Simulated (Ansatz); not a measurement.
# A thicker film of LiH (110) from two thinner ones

In a field along its normal an insulating film takes a dipole p. Written as a length, p/(ε₀AE), it should grow by 1 − 1/ε for each ångström added.

How it was computed: Ansatz 0.2.0, plane waves with PAW datasets (its set soft_2), PBE; rocksalt films relaxed at a bulk in-plane lattice constant near the measured one, then held in weak fields of both signs with a dipole correction (A is the cell's area, E the outer field).

| run | distance between the outer atoms (Å) | p/(ε₀AE) (Å) |
| --- | --- | --- |
| 5 units | 5.568 | 6.122 |
| 8 units | 9.803 | 9.332 |
| 12 units | 15.461 | ? |

Q: Estimate the withheld value from the rows shown.

Two rows fix a line: slope = (9.332 − 6.122) / (9.803 − 5.568) = 0.7580, intercept 1.9014. That slope means ε = 1/(1 − 0.7580) = 4.13. At 15.461 it gives 0.7580 × 15.461 + 1.9014 = 13.621 Å, beyond the rows fitted. Rounding of the rows alone allows about ±0.003 Å there; two rows can't show whether the line holds.

The run itself gives 13.677 Å: a miss of +0.056 Å, or 0.4 % of the value. The length is met to within 1 %, though ε is more sensitive than the length: the two thickest films give ε = 4.31.

Caveats: This is the electronic response alone. A unit is one step of the cut along the normal (a plane, a pair of planes or a cell), and the layers relax along it, away from their bulk spacing where the functional's lattice constant differs from the one held.
